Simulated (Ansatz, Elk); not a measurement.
# Bonding as seen by X-rays: MgPbO2

Structure refinements treat a crystal as free atoms side by side. For a made-up structure of MgPbO2 (cell and positions from a PBEsol relaxation) the runs below show what the calculated density changes in F(hkl).

Main program and level: Elk 11.2.3 (patched build); DFT, PBE, all-electron APW+lo, Dirac cores, scalar-relativistic bands, static density, no spin.

The structure was built from a prototype and need not be the compound's stable phase.

## 1. The structure

The structure is trigonal, space group R-3m (No. 166). The conventional cell has a = 3.277 Å, b = 3.277 Å, c = 17.032 Å, α = 90.00°, β = 90.00°, γ = 120.00°. Nearest to Pb lie 6 O at 2.56 Å. Mg has 6 O at 2.19 Å nearest. Nearest to O lie 3 Mg at 2.19 Å and 3 Pb at 2.56 Å. Farther neighbours and most contacts between anions are not listed.

As a file:

```cif
data_structure
_symmetry_space_group_name_H-M 'P 1'
_symmetry_Int_Tables_number 1
_cell_length_a 5.9843
_cell_length_b 5.9843
_cell_length_c 5.9843
_cell_angle_alpha 31.783
_cell_angle_beta 31.783
_cell_angle_gamma 31.783
_cell_volume 52.80
loop_
_atom_site_label
_atom_site_type_symbol
_atom_site_fract_x
_atom_site_fract_y
_atom_site_fract_z
_atom_site_occupancy
Pb1 Pb 0.50000 0.50000 0.50000 1
Mg2 Mg 0.00000 0.00000 0.00000 1
O3 O 0.73179 0.73179 0.73179 1
O4 O 0.26821 0.26821 0.26821 1
```

## 2. Ground state and structure factors

An all-electron density is needed, since X-rays see the cores too. Task 0 finds the density and task 195 Fourier-transforms it; tshift is off so that phases refer to the origin typed.

File elk.in:

```
tasks
  0
  195

xctype
  20

spinpol
  .false.

rgkmax
  7.0

gmaxvr
  14.0

lmaxo
  7

lmaxapw
  8

swidth
  0.002

tshift
  .false.

ramdisk
  .false.

hmaxvr
  5.5

maxscl
  120

epspot
  1e-06

sppath
  './'

avec
  3.09648576773 1.78775689154 10.72851509787
  -3.09648576773 1.78775689154 10.72851509787
  -0.00000000000 -3.57551378308 10.72851509787

atoms
  3
  'Pb.in'
  1
  0.5000000000 0.5000000000 0.5000000000   0.000000 0.000000 0.000000
  'Mg.in'
  1
  -0.0000000000 -0.0000000000 -0.0000000000   0.000000 0.000000 0.000000
  'O.in'
  2
  0.7317861136 0.7317861136 0.7317861136   0.000000 0.000000 0.000000
  0.2682138864 0.2682138864 0.2682138864   0.000000 0.000000 0.000000

ngridk
  8 8 8
```

The run is started by

```console
OMP_NUM_THREADS=4 elk
```

Numbers of over 12 decimals in the logs are rounded to 6 here.

Log:

```text
┌─────────────────────────┐
│ Elk code version 11.2.3 │
└─────────────────────────┘

All units are atomic (Hartree, Bohr, etc.)

┌─────────────────────────────────────────────────┐
│ Ground-state run starting from atomic densities │
└─────────────────────────────────────────────────┘

Lattice vectors :
   3.096485768       1.787756892       10.72851510
  -3.096485768       1.787756892       10.72851510
  -0.000000000      -3.575513783       10.72851510

Reciprocal lattice vectors :
   1.014567122      0.5857606010      0.1952176124
  -1.014567122      0.5857606010      0.1952176124
  0.2525642177E-16  -1.171521202      0.1952176124

Unit cell volume      :    356.3431512
Brillouin zone volume :   0.6960992870

Muffin-tin inner radius fraction :   0.1000000000E-01

Nuclei treated as point charges

Species : 1 (Pb)
 parameters loaded from : Pb.in
 name : lead
 nuclear charge    :   -82.00000000
 electronic charge :    82.00000000
 atomic mass :    377702.4943
 muffin-tin radius :    2.800000000
 number of radial points in muffin-tin :   1393
 inner part over the whole radius :   0.9993555083E-02
 number on inner part of muffin-tin    :   1001
 approximate nuclear radius :   0.1047603524E-03
 number of mesh points to nuclear radius :    525
 atomic positions (lattice), magnetic fields (Cartesian) :
  1 :   0.50000000  0.50000000  0.50000000    0.00000000  0.00000000  0.00000000

Species : 2 (Mg)
 parameters loaded from : Mg.in
 name : magnesium
 nuclear charge    :   -12.00000000
 electronic charge :    12.00000000
 atomic mass :    44305.30466
 muffin-tin radius :    2.200000000
 number of radial points in muffin-tin :    793
 inner part over the whole radius :   0.9941530515E-02
 number on inner part of muffin-tin    :    552
 approximate nuclear radius :   0.5710277704E-04
 number of mesh points to nuclear radius :    241
 atomic positions (lattice), magnetic fields (Cartesian) :
  1 :   0.00000000  0.00000000  0.00000000    0.00000000  0.00000000  0.00000000

Species : 3 (O)
 parameters loaded from : O.in
 name : oxygen
 nuclear charge    :   -8.000000000
 electronic charge :    8.000000000
 atomic mass :    29165.12205
 muffin-tin radius :    1.800000000
 number of radial points in muffin-tin :    593
 inner part over the whole radius :   0.9958443124E-02
 number on inner part of muffin-tin    :    408
 approximate nuclear radius :   0.5115538663E-04
 number of mesh points to nuclear radius :    173
 atomic positions (lattice), magnetic fields (Cartesian) :
  1 :  -0.26821389 -0.26821389 -0.26821389    0.00000000  0.00000000  0.00000000
  2 :   0.26821389  0.26821389  0.26821389    0.00000000  0.00000000  0.00000000

Total number of atoms per unit cell :    4
Total muffin-tin volume :    185.4126096
 ratio of muffin-tin to unit cell volume :   0.5203203963

Spin treatment :
 spin-unpolarised

Number of Bravais lattice symmetries :   12
Number of crystal symmetries         :   12
Crystal has inversion symmetry
Real symmetric eigensolver will be used

k-point grid :      8     8     8
k-point offset :    0.000000000       0.000000000       0.000000000
k-point set is reduced with full crystal symmetry group
Total number of k-points :       65

Muffin-tin radius times maximum |G+k| :    7.000000000
 using average radius
Maximum |G+k| for APW functions       :    3.255813953
Maximum (1/2)|G+k|²                   :    5.300162250
Maximum |G| for potential and density :    14.00000000
Constant for pseudocharge density :   10
 order of it for each species :   17  17  17
 order of it for pair densities of each species (exact exchange by exxq0 0: 18) :   16  10   5
Radial integration step length :    1

G-vector grid sizes :     54    54    54
Number of G-vectors :    16529

Maximum angular momentum used for
 APW functions            :    8
 outer part of muffin-tin :    7
 inner part of muffin-tin :    2

Total nuclear charge    :   -110.0000000
Total core charge       :    74.00000000
Total valence charge    :    36.00000000
[...]
total energy                :     -21280.135366391

Density of states at Fermi energy :   0.5052060490E-07
 (states/Hartree/unit cell)

Estimated indirect band gap :   0.8884912755E-01
 from k-point 43 to k-point 21
Estimated direct band gap   :   0.1163247914
 at k-point 26

Charges :
 core                        :    74.00000000
 valence                     :    36.00000000
 interstitial                :    3.309680677
 muffin-tins (core leakage)
  species : 1 (Pb)
   atom 1                    :    79.84903432     (  0.1271886242E-02)
  species : 2 (Mg)
   atom 1                    :    10.43595058     ( -0.9828258651E-07)
  species : 3 (O)
[...]
total in muffin-tins        :    106.6903193
 total calculated charge     :    109.9955193
 total charge                :    110.0000000
 error                       :   0.4480714548E-02

RMS change in Kohn-Sham potential (target) :    1.016298841     (  0.1000000000E-05)
Absolute change in total energy (target)   :   0.2558888978     (  0.1000000000E-03)

[... loops 3 to 15 left out ...]

┌──────────────────┐
│ Loop number : 16 │
└──────────────────┘

Energies :
 Fermi                       :     0.231233
 sum of occupied eigenvalues :     -13121.755226883
 electron kinetic            :      24721.224485416
 core electron kinetic       :      24491.910029115
 Coulomb                     :     -45576.826927342
 Coulomb potential           :     -37288.703774050
 nuclear-nuclear             :     -1510.6215864097
 electron-nuclear            :     -50872.187015342
 Hartree                     :      6805.9816744095
 Madelung                    :     -26932.475040317
 xc potential                :     -554.27593824833
 exchange                    :     -417.93122814863
 correlation                 :     -6.061376
 electron entropic           :    -0.22154521312658E-05
 total energy                :     -21279.595048765

Density of states at Fermi energy :   0.8820752605E-01
 (states/Hartree/unit cell)

Estimated indirect band gap :   0.1825587003E-01
 from k-point 65 to k-point 21
Estimated direct band gap   :   0.5445158729E-01
 at k-point 65

Charges :
 core                        :    74.00000000
 valence                     :    36.00000000
 interstitial                :    3.821122843
 muffin-tins (core leakage)
  species : 1 (Pb)
[...]
species : 2 (Mg)
[...]
species : 3 (O)
[...]
total in muffin-tins        :    106.1788772
 total calculated charge     :    109.9957547
 total charge                :    110.0000000
 error                       :   0.4245318405E-02

RMS change in Kohn-Sham potential (target) :   0.2294775789E-06 (  0.1000000000E-05)
Absolute change in total energy (target)   :   0.8183409591E-04 (  0.1000000000E-03)

Convergence targets achieved

┌──────────────────┐
│ Loop number : 17 │
└──────────────────┘

Energies :
 Fermi                       :     0.231234
 sum of occupied eigenvalues :     -13121.755215284
 electron kinetic            :      24721.224501738
 core electron kinetic       :      24491.910041838
 Coulomb                     :     -45576.826929901
 Coulomb potential           :     -37288.703779997
 nuclear-nuclear             :     -1510.6215864097
 electron-nuclear            :     -50872.187014071
 Hartree                     :      6805.9816705796
 Madelung                    :     -26932.475039902
 xc potential                :     -554.27593702530
 exchange                    :     -417.93122835736
 correlation                 :     -6.061376
 electron entropic           :    -0.22154542306009E-05
 total energy                :     -21279.595035199

Density of states at Fermi energy :   0.8820762341E-01
 (states/Hartree/unit cell)

Estimated indirect band gap :   0.1825586570E-01
 from k-point 65 to k-point 21
Estimated direct band gap   :   0.5445158993E-01
 at k-point 65

Charges :
 core                        :    74.00000000
 valence                     :    36.00000000
 interstitial                :    3.821122557
 muffin-tins (core leakage)
  species : 1 (Pb)
[...]
species : 2 (Mg)
   atom 1                    :    10.52526927     ( -0.9828259007E-07)
  species : 3 (O)
   atom 1                    :    7.647690377     ( -0.2725258703E-06)
   atom 2                    :    7.647690377     ( -0.2725258703E-06)
 total in muffin-tins        :    106.1788774
 total calculated charge     :    109.9957547
 total charge                :    110.0000000
 error                       :   0.4245318843E-02

┌──────────────────────────────┐
│ Self-consistent loop stopped │
└──────────────────────────────┘

Warning : the lowest level lies among the core levels :   -2.498226395      -2.535554463

Warning : core states of species 1 leak from the muffin-tin :   0.1200270190E-02

Wrote STATE.OUT
```

Wall time 26 s (4 threads of Arm Neoverse V2, shared host); peak memory 0.16 GiB.

SFACRHO.OUT:

```text

h k l indices transformed by vhmat matrix:
   1.000000000       0.000000000       0.000000000    
   0.000000000       1.000000000       0.000000000    
   0.000000000       0.000000000       1.000000000    

      h      k      l  multipl.   |H|            Re(F)            Im(F)           |F|

      0      0      0      1   0.0000000       110.00000      0.67648094E-16   110.00000    
      1      1      1      2  0.58565284      -62.424384      0.24726273E-13   62.424384    
     -2     -2     -2      2   1.1713057       70.701330      0.37089410E-13   70.701330    
      0      0     -1      6   1.1876750      -63.683540     -0.92723524E-14   63.683540    
      0     -1     -1      6   1.2348691       67.578920      0.11435901E-13   67.578920    
     -2     -1     -1      6   1.4079136       87.338576      0.49761625E-13   87.338576    
     -2     -1     -2      6   1.5248639      -64.607583     -0.17122944E-12   64.607583    
      3      3      3      2   1.7569585      -64.606501      0.97359701E-13   64.606501    
      2      3      2      6   1.7999577      -49.562106      0.26858914E-12   49.562106    
      3      2      3      6   1.9523054       74.834851     -0.74178820E-13   74.834851    
     -1      0      1      6   2.0291342       76.761072      0.45723191E-15   76.761072    
      0     -1     -2     12   2.1119600      -50.612136     -0.20399175E-13   50.612136    
      3      4      3      6   2.2767199       62.647426     -0.47659892E-12   62.647426    
     -4     -4     -4      2   2.3426113       66.047694      0.89632740E-13   66.047694    
     -2     -1     -3     12   2.3429346       59.446681      0.33380469E-13   59.446681    
      1      1     -1      6   2.3511609      -51.942296      0.80360388E-14   51.942296    
      0      0     -2      6   2.3753499       57.775096      0.94268917E-14   57.775096    
      4      3      4      6   2.4461729      -44.037039      0.25498969E-12   44.037039
```

Elk indexes on the primitive cell of elk.in and gives |H| = 4π sin θ/λ in inverse bohr. Below, one row stands for each form hkl of the conventional cell (m members, Friedel mates merged), F is for one primitive cell and the density is static (no thermal factor). Free-atom factors are Waasmaier and Kirfel's, and R is Σm||F|−|F'||/Σm|F|.

```tsv
hkl	m	sin θ/λ (Å⁻¹)	abs F, DFT	neutral atoms	diff.	ions	diff.
003	2	0.088	62.424	62.757	-0.333	61.840	+0.584
006	2	0.176	70.701	71.247	-0.545	70.405	+0.296
101	6	0.179	63.684	63.611	+0.073	63.809	-0.125
012	6	0.186	67.579	68.219	-0.640	67.395	+0.183
104	6	0.212	87.339	86.891	+0.447	87.494	-0.155
015	6	0.229	64.608	64.383	+0.225	64.600	+0.008
009	2	0.264	64.606	64.395	+0.211	64.467	+0.139
107	6	0.271	49.562	49.646	-0.084	49.600	-0.038
018	6	0.294	74.835	74.798	+0.037	74.895	-0.060
110	6	0.305	76.761	76.753	+0.008	76.783	-0.022
113	12	0.318	50.612	50.597	+0.015	50.599	+0.013
1 0 10	6	0.342	62.647	62.621	+0.026	62.727	-0.080
0 0 12	2	0.352	66.048	66.127	-0.079	66.135	-0.087
116	12	0.352	59.447	59.406	+0.041	59.553	-0.107
```

The ions are Mg2+, Pb2+ and O2−, by formal charge.

## 3. The highest occupied states alone

An energy window below the Fermi level keeps the highest occupied states, to see at which angles they scatter; shallow core shells can lie inside it and anion s states outside. No new self-consistency is needed.

Edit elk.in of step 2 so:

```diff
@@ -1,3 +1,2 @@
 tasks
-  0
   195
@@ -40,2 +39,5 @@
 
+wsfac
+  -0.136260 0.531230
+
 sppath
```

The run is started by

```console
OMP_NUM_THREADS=4 elk
```

Log:

```text
┌─────────────────────────────────┐
│ Elk code version 11.2.3 started │
└─────────────────────────────────┘

Info(readinput): the functional depends on the density's gradient
 muffin-tin radial points multiplied by    2.00000
 (not where nrmtscf is given)

┌────────────────────┐
│ Current task : 195 │
└────────────────────┘

Info(sfacrho): density structure factors written to SFACRHO.OUT

 Energy window :  -0.1362600000      0.5312300000

┌──────────────────┐
│ Elk code stopped │
└──────────────────┘
```

It took 5.3 s on 4 threads; peak memory 0.16 GiB; 7.7 s of CPU time.

States within 10 eV below the Fermi level hold 14.00 electrons; any levels below the window count with the cores. Their amplitudes can exceed the total, where window and core parts have opposite phase:

```tsv
hkl	sin θ/λ (Å⁻¹)	abs F, window	abs F, all
003	0.088	1.395	62.424
006	0.176	4.156	70.701
101	0.179	1.167	63.684
012	0.186	5.263	67.579
104	0.212	4.867	87.339
015	0.229	2.704	64.608
009	0.264	3.315	64.606
107	0.271	2.657	49.562
018	0.294	1.817	74.835
110	0.305	2.848	76.761
```

(Part 1 of 2 ends here.)

[Logs are printed without paths, hosts, clocks, repeated set-up lines and the standing remarks that a program may print on its own settings, such as how far it seeks lower states.]

[Hosts, paths, dates, database ids (printed as entryN), source tags and the programs' standing remarks are cut or masked in the printed files.]
